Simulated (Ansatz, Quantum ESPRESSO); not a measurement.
# Screening and band shifts of honeycomb PN, 1 layer, part 4 of 6

Wanted: polarisability and gap of honeycomb PN, 1 layer against a perpendicular field.

Quantum ESPRESSO 7.5; plane-wave DFT, PBE, GBRV ultrasoft pseudopotentials; geometry and cross-check by Ansatz 0.2.0 with PAW datasets.

So far. Step 5 (Band structure: no field): Along this path the valence top lies between K and Γ and the conduction bottom at M. Step 6 (Ground state: field 0.1 V/Å): The dipole goes from 0.0270 to 0.0376 e Å, 0.1051 e Å per V/Å.

### 7. Potential by pp.x

Contents of f1.pot.in:

```
&inputpp
  prefix = 'f1'
  outdir = './out'
  filplot = 'f1.pot.dat'
  plot_num = 11
/
```

Command:

```
$ OMP_NUM_THREADS=1 mpirun -n 2 pp.x -in f1.pot.in > f1.pot.out
```

Wall time 0.9 s (2 MPI ranks of Arm Neoverse V1, shared host); peak memory 0.1 GiB; 1.7 s of CPU time.

Read from the output:

* slope of the potential above: 0.1000 eV/Å
* upper vacuum line continued to the top atoms, over the valence top: 6.519 eV
* slope of the potential below: 0.1000 eV/Å
* lower vacuum line continued to the bottom atoms, over the valence top: 7.487 eV

The slope in the vacuum is 0.100 eV/Å for an applied 0.10 V/Å, as it should be.

### 8. Ground state: field 0.2 V/Å

Contents of f2.in:

```
&control
  prefix = 'f2'
  outdir = './out'
  pseudo_dir = './pseudo'
  calculation = 'scf'
  tprnfor = .true.
  tefield = .true.
  dipfield = .true.
/
&system
  ibrav = 0
  nat = 2
  ntyp = 2
  ecutwfc = 40
  ecutrho = 200
  occupations = 'smearing'
  smearing = 'fd'
  degauss = 0.004
  edir = 3
  emaxpos = 0.97
  eopreg = 0.04
  eamp = 0.00388938
/
&electrons
  conv_thr = 1e-09
  mixing_beta = 0.4
  electron_maxstep = 120
  mixing_mode = 'plain'
  startingpot = 'file'
/
ATOMIC_SPECIES
  N   14.0070  n_pbe_v1.2.uspp.F.UPF
  P   30.9738  p_pbe_v1.5.uspp.F.UPF
CELL_PARAMETERS angstrom
  2.72801635451678 -0.00000000000000 -0.00000000000000
  -1.36400817725839 2.36253146495095 -0.00000000000000
  -0.00000000000000 -0.00000000000000 17.86000000000000
ATOMIC_POSITIONS crystal
  N   0.666666666667 0.333333333333 0.475724596647
  P   0.333333333333 0.666666666667 0.524275403353
K_POINTS automatic
  12 12 1 0 0 0
```

Command:

```
$ cp -r out/f0.save out/f2.save
$ OMP_NUM_THREADS=1 mpirun -n 2 pw.x -nk 2 -in f2.in > f2.out
```

Output:

```text
[banner, memory and clock lines left out]
Program PWSCF v.7.5 starts
[...]
number of electrons       =        10.00
     number of Kohn-Sham states=            9
     kinetic-energy cutoff     =      40.0000  Ry
     charge density cutoff     =     200.0000  Ry
[...]
number of k points=    74  Fermi-Dirac smearing, width (Ry)=  0.0040
[...]
Dense  grid:    37153 G-vectors     FFT dimensions: (  24,  24, 160)
[...]
The initial density is read from file :
[...]
negative rho (up, down):  2.179E-04 0.000E+00
[...]
Starting wfcs are    8 randomized atomic wfcs +    1 random wfcs
[...]
negative rho (up, down):  2.178E-04 0.000E+00
[...]
estimated scf accuracy    <       0.00268664 Ry
[...]
negative rho (up, down):  2.170E-04 0.000E+00
[...]
estimated scf accuracy    <       0.00372005 Ry
[...]
negative rho (up, down):  2.174E-04 0.000E+00
[...]
estimated scf accuracy    <       0.00000545 Ry
[...]
negative rho (up, down):  2.177E-04 0.000E+00
[...]
estimated scf accuracy    <       0.00000284 Ry
[...]
negative rho (up, down):  2.179E-04 0.000E+00
[...]
estimated scf accuracy    <       0.00000011 Ry
[...]
negative rho (up, down):  2.180E-04 0.000E+00
[...]
estimated scf accuracy    <          2.4E-09 Ry
[...]
negative rho (up, down):  2.180E-04 0.000E+00
[...]
Computed dipole along edir(3) :
        Dipole                0.0909 Ry au,          0.2309 Debye
        Dipole field          0.0015 Ry au,
        E field amplitude [Ha a.u.]:  3.8894E-03
        Potential amp.        0.1568 Ry
        Total length         32.4005 bohr
[...]
the Fermi energy is    -2.9621 ev
!    total energy              =     -35.61564716 Ry
     estimated scf accuracy    <          6.7E-10 Ry
     smearing contrib. (-TS)   =      -0.00000000 Ry
     internal energy E=F+TS    =     -35.61564716 Ry
[...]
one-electron contribution =    -229.58805632 Ry
     hartree contribution      =     116.34030779 Ry
     xc contribution           =     -11.32968468 Ry
     ewald contribution        =      88.96235923 Ry
     electric field correction =      -0.00057318 Ry
     convergence has been achieved in   7 iterations
     negative rho (up, down):  2.180E-04 0.000E+00
[...]
Total force =     0.001941     Total SCF correction =     0.000055
[...]
```

It took 23 s on 2 MPI ranks; peak memory 0.27 GiB.

This step gave:

| Property | Result |
| --- | --- |
| free energy | -484.5756 eV |
| Fermi energy | -2.962 eV |
| dipole along the normal | 0.04807 e·Å |
| valence top, on the run's zero | -3.912 eV |
| conduction bottom, on the run's zero | -2.102 eV |

The dipole goes from 0.0270 to 0.0481 e Å, 0.1051 e Å per V/Å.

### 9. Potential by pp.x

Contents of f2.pot.in:

```
&inputpp
  prefix = 'f2'
  outdir = './out'
  filplot = 'f2.pot.dat'
  plot_num = 11
/
```

Command:

```
$ OMP_NUM_THREADS=1 mpirun -n 2 pp.x -in f2.pot.in > f2.pot.out
```

Wall time 0.92 s (2 MPI ranks); peak memory 0.1 GiB.

Numbers from this step:

| Item | Value |
| --- | --- |
| slope of the potential above | 0.2000 eV/Å |
| upper vacuum line continued to the top atoms, over the valence top | 6.388 eV |
| slope of the potential below | 0.2000 eV/Å |
| lower vacuum line continued to the bottom atoms, over the valence top | 7.565 eV |

The slope in the vacuum is 0.200 eV/Å for an applied 0.20 V/Å, as it should be.

### 10. Band structure: field 0.2 V/Å

Contents of f2.bands.in:

```
&control
  prefix = 'f2.bands'
  outdir = './out'
  pseudo_dir = './pseudo'
  calculation = 'bands'
  tefield = .true.
  dipfield = .true.
/
&system
  ibrav = 0
  nat = 2
  ntyp = 2
  ecutwfc = 40
  ecutrho = 200
  occupations = 'smearing'
  smearing = 'fd'
  degauss = 0.004
  edir = 3
  emaxpos = 0.97
  eopreg = 0.04
  eamp = 0.00388938
  nbnd = 11
/
&electrons
  conv_thr = 1e-07
  mixing_beta = 0.4
  electron_maxstep = 120
  mixing_mode = 'local-TF'
/
ATOMIC_SPECIES
  N   14.0070  n_pbe_v1.2.uspp.F.UPF
  P   30.9738  p_pbe_v1.5.uspp.F.UPF
CELL_PARAMETERS angstrom
  2.72801635451678 -0.00000000000000 -0.00000000000000
  -1.36400817725839 2.36253146495095 -0.00000000000000
  -0.00000000000000 -0.00000000000000 17.86000000000000
ATOMIC_POSITIONS crystal
  N   0.666666666667 0.333333333333 0.475724596647
  P   0.333333333333 0.666666666667 0.524275403353
K_POINTS crystal_b
4
  0.0000000000 0.0000000000 0.0000000000 14
  0.5000000000 0.0000000000 0.0000000000 14
  0.3333333333 0.3333333333 0.0000000000 14
  0.0000000000 0.0000000000 0.0000000000 1
```

Command:

```
$ cp -r out/f2.save out/f2.bands.save
$ cp out/f2.xml out/f2.bands.xml
$ OMP_NUM_THREADS=1 mpirun -n 2 pw.x -nk 2 -in f2.bands.in > f2.bands.out
```

Output:

```text
[banner, memory and clock lines left out]
Program PWSCF v.7.5 starts
[citation notice left out]

[...]
bravais-lattice index     =            0
     lattice parameter (alat)  =       5.1552  a.u.
     unit-cell volume          =     776.7882 (a.u.)^3
     number of atoms/cell      =            2
     number of atomic types    =            2
     number of electrons       =        10.00
     number of Kohn-Sham states=           11
     kinetic-energy cutoff     =      40.0000  Ry
     charge density cutoff     =     200.0000  Ry
     Exchange-correlation=  SLA  PW   PBX  PBC
                           (   1   4   3   4   0   0   0)

[...]
PseudoPot. # 1 for N  read from file:
     ./pseudo/n_pbe_v1.2.uspp.F.UPF
     Pseudo is Ultrasoft + core correction, Zval =  5.0
     Generated by new atomic code, or converted to UPF format
     Using radial grid of  729 points,  4 beta functions with:
                l(1) =   0
                l(2) =   0
                l(3) =   1
                l(4) =   1
     Q(r) pseudized with  8 coefficients,  rinner =    0.900   0.900   0.900

     PseudoPot. # 2 for P  read from file:
     ./pseudo/p_pbe_v1.5.uspp.F.UPF
     Pseudo is Ultrasoft + core correction, Zval =  5.0
     Generated by new atomic code, or converted to UPF format
     Using radial grid of  903 points,  6 beta functions with:
                l(1) =   0
                l(2) =   0
                l(3) =   1
                l(4) =   1
                l(5) =   2
                l(6) =   2
     Q(r) pseudized with  8 coefficients,  rinner =    1.300   1.300   1.300
                                                       1.300   1.300

     atomic species   valence    mass     pseudopotential
     N                 5.00    14.00700     N ( 1.00)
     P                 5.00    30.97380     P ( 1.00)

     No symmetry found

[...]
number of k points=    43  Fermi-Dirac smearing, width (Ry)=  0.0040
[...]
Dense  grid:    37153 G-vectors     FFT dimensions: (  24,  24, 160)

     Smooth grid:    26601 G-vectors     FFT dimensions: (  24,  24, 135)

     The potential is recalculated from file :
     ./out/f2.bands.save/charge-density

     negative rho (up, down):  2.180E-04 0.000E+00

     Adding external electric field

     Computed dipole along edir(3) :
        Dipole                0.0909 Ry au,          0.2309 Debye
        Dipole field          0.0015 Ry au,

        E field amplitude [Ha a.u.]:  3.8894E-03
        Potential amp.        0.1568 Ry
        Total length         32.4005 bohr

     Starting wfcs are    8 randomized atomic wfcs +    3 random wfcs

     Band Structure Calculation
     Davidson diagonalization with overlap
     c_bands:  1 eigenvalues not converged
     c_bands:  1 eigenvalues not converged

     ethr =  1.00E-09,  avg # of iterations = 71.9

     End of band structure calculation

          k = 0.0000 0.0000 0.0000 (  3319 PWs)   bands (ev):

   -23.5016 -11.7668  -6.2998  -6.2998  -4.6777   0.8075   2.3159   2.7161
     2.8462   2.8462   3.3099

          k = 0.0357 0.0206 0.0000 (  3315 PWs)   bands (ev):

   -23.4754 -11.7435  -6.4631  -6.3357  -4.6401   0.9056   2.3470   2.6944
     2.8205   2.8936   3.3409

[...]
```

Wall time 24 s (2 MPI ranks); peak memory 0.12 GiB.

Read from the output:

- valence top, on the run's zero: -3.909 eV
- gap by band count: 1.808 eV

Band numbers count within the set of bands kept for display. The electronic bands at the labelled points (eV, zero at the highest filled level of the SCF mesh; v1 is the highest filled band, c1 the lowest empty one):

```csv
point,v4,v3,v2,v1,c1,c2,c3,c4
Γ,-7.86,-2.39,-2.39,-0.77,4.72,6.23,6.63,6.76
halfway,-7.62,-5.90,-3.57,-0.10,3.61,6.81,7.86,7.89
M,-11.35,-4.45,-3.79,-1.25,1.81,6.10,7.89,10.13
halfway,-11.02,-6.52,-3.35,-1.03,2.70,6.58,7.58,10.70
K,-10.57,-8.29,-2.82,-0.86,2.39,6.08,9.81,12.03
halfway,-7.95,-5.64,-4.77,0.00,4.37,6.51,7.41,8.46
Γ,-7.86,-2.39,-2.39,-0.77,4.72,6.23,6.63,6.76
```

The electronic bands as a text plot (rows in eV, shown from -8.0 to 6.8 only):

```
    6.5 |++++++++++ +++++++    ++  +++             ++++++  ++++++
    5.8 |    +             ++++       +++++++++++++      ++++
    5.2 |  +++++                                        ++++++
    4.6 |++     +                                   ++++      +++
    4.0 |        ++                              +++
    3.4 |          ++                          ++
    2.8 |            ++          +++++++  +++++
    2.1 |              ++++   +++       ++
    1.5 |                  +++
    0.9 |
    0.3 |                                          ***
   -0.3 |    *************                    *****   ********
   -0.9 |****             ***  ***************                ***
   -1.5 |                    **
   -2.2 |**                                                   ***
   -2.8 | ******                      ******               *****
   -3.4 |    *  ****            ******      **          ***  *
   -4.0 |           ************              ***     **   **
   -4.6 |     **        ********                 ** **   **
   -5.2 |       *    ***        *                  *    *
   -5.8 |        ****            **              ** ****
   -6.5 |                          *           **
   -7.1 |       ***                 **        *         *
   -7.7 |*******   *                  *     **      **** ********
         Γ                   M           K                      Γ
```

Upper empty bands that drop with the field can be states of the vacuum, held by the sawtooth; they depend on the cell's width.

Along this path the valence top lies between K and Γ and the conduction bottom at M.

### 11. Self-consistent run: field -0.2 V/Å

f3.in is the input of step 8 with these lines changed:

```diff
@@ -1,3 +1,3 @@
 &control
-  prefix = 'f2'
+  prefix = 'f3'
   outdir = './out'
@@ -21,3 +21,3 @@
   eopreg = 0.04
-  eamp = 0.00388938
+  eamp = -0.00388938
 /
```

Command:

```
$ cp -r out/f0.save out/f3.save
$ OMP_NUM_THREADS=1 mpirun -n 2 pw.x -nk 2 -in f3.in > f3.out
```

Output:

```text
[banner, memory and clock lines left out]
Program PWSCF v.7.5 starts
[...]
number of electrons       =        10.00
     number of Kohn-Sham states=            9
     kinetic-energy cutoff     =      40.0000  Ry
     charge density cutoff     =     200.0000  Ry
[...]
number of k points=    74  Fermi-Dirac smearing, width (Ry)=  0.0040
[...]
Dense  grid:    37153 G-vectors     FFT dimensions: (  24,  24, 160)
[...]
The initial density is read from file :
[...]
negative rho (up, down):  2.179E-04 0.000E+00
[...]
Starting wfcs are    8 randomized atomic wfcs +    1 random wfcs
[...]
negative rho (up, down):  2.159E-04 0.000E+00
[...]
estimated scf accuracy    <       0.00276104 Ry
[...]
negative rho (up, down):  2.171E-04 0.000E+00
[...]
estimated scf accuracy    <       0.00378722 Ry
[...]
negative rho (up, down):  2.169E-04 0.000E+00
[...]
estimated scf accuracy    <       0.00000636 Ry
[...]
negative rho (up, down):  2.170E-04 0.000E+00
[...]
estimated scf accuracy    <       0.00000336 Ry
[...]
negative rho (up, down):  2.172E-04 0.000E+00
[...]
estimated scf accuracy    <       0.00000024 Ry
[...]
negative rho (up, down):  2.172E-04 0.000E+00
[...]
estimated scf accuracy    <          3.6E-09 Ry
[...]
negative rho (up, down):  2.172E-04 0.000E+00
[...]
estimated scf accuracy    <          1.4E-09 Ry
[...]
negative rho (up, down):  2.171E-04 0.000E+00
[...]
Computed dipole along edir(3) :
        Dipole                0.0113 Ry au,          0.0287 Debye
        Dipole field          0.0002 Ry au,
        E field amplitude [Ha a.u.]: -3.8894E-03
        Potential amp.       -0.2639 Ry
        Total length         32.4005 bohr
[...]
the Fermi energy is    -3.1152 ev
!    total energy              =     -35.61485209 Ry
     estimated scf accuracy    <          1.4E-10 Ry
     smearing contrib. (-TS)   =      -0.00000000 Ry
     internal energy E=F+TS    =     -35.61485209 Ry
[...]
one-electron contribution =    -229.52787157 Ry
     hartree contribution      =     116.27768107 Ry
     xc contribution           =     -11.32711062 Ry
     ewald contribution        =      88.96235923 Ry
     electric field correction =       0.00008980 Ry
     convergence has been achieved in   8 iterations
     negative rho (up, down):  2.171E-04 0.000E+00
[...]
Total force =     0.003634     Total SCF correction =     0.000007
[...]
```

Wall time 24 s (2 MPI ranks); peak memory 0.27 GiB; 48 s of CPU time.

Numbers from this step:

- free energy: -484.5647 eV
- Fermi energy: -3.115 eV
- dipole along the normal: 0.005975 e·Å
- valence top, on the run's zero: -4.066 eV
- conduction bottom, on the run's zero: -2.254 eV
- gap by band count: 1.812 eV

The dipole goes from 0.0270 to 0.0060 e Å, 0.1053 e Å per V/Å.

### 12. Electrostatic potential

Contents of f3.pot.in:

```
&inputpp
  prefix = 'f3'
  outdir = './out'
  filplot = 'f3.pot.dat'
  plot_num = 11
/
```

Command:

```
$ OMP_NUM_THREADS=1 mpirun -n 2 pp.x -in f3.pot.in > f3.pot.out
```

The job ended after 0.91 s (2 MPI ranks; peak memory 0.1 GiB).

Read from the output:

| Quantity | Value |
| --- | --- |
| slope of the potential above | -0.1999 eV/Å |
| upper vacuum line continued to the top atoms, over the valence top | 6.919 eV |
| slope of the potential below | -0.2000 eV/Å |
| lower vacuum line continued to the bottom atoms, over the valence top | 7.260 eV |

The slope in the vacuum is -0.200 eV/Å for an applied -0.20 V/Å, as it should be.

Each curve counts from the valence top of its own run.

The runs together. Table of potential energy by z:

```
z (Å)  potential at 0 V/Å (eV)  potential at 0.1 V/Å (eV)  potential at 0.2 V/Å (eV)  potential at -0.2 V/Å (eV)
    0                     7.22                       6.82                       6.42                        8.02
    1                     7.41                       6.74                       6.07                        8.76
    2                     7.41                       6.84                       6.27                        8.56
    3                     7.41                       6.94                       6.47                        8.36
    4                     7.41                       7.04                       6.67                        8.16
    5                     7.41                       7.14                       6.86                        7.96
    6                     7.40                       7.23                       7.06                        7.75
    7                     7.19                       7.11                       7.04                        7.35
    8                    0.587                      0.569                      0.552                       0.622
    9                    -18.2                      -18.2                      -18.2                       -18.2
   10                    -4.47                      -4.47                      -4.46                       -4.49
   11                     6.02                       6.07                       6.12                        5.93
   12                     6.62                       6.75                       6.89                        6.35
   13                     6.65                       6.88                       7.11                        6.19
   14                     6.65                       6.98                       7.32                        5.99
   15                     6.65                       7.08                       7.52                        5.79
   16                     6.65                       7.18                       7.72                        5.59
   17                     6.65                       7.28                       7.92                        5.39
```

(Part 4 of 6 ends here.)

[Logs are printed without paths, hosts, clocks, repeated set-up lines and the standing remarks that a program may print on its own settings, such as how far it seeks lower states.]

[Hosts, paths, dates, database ids (printed as entryN), source tags and the programs' standing remarks are cut or masked in the printed files.]

[Maps of the electrostatic potential energy from Ansatz leave out the sawtooth potential of an applied field or a dipole correction, so their vacuum need not be flat; planar profiles and work functions include it.]
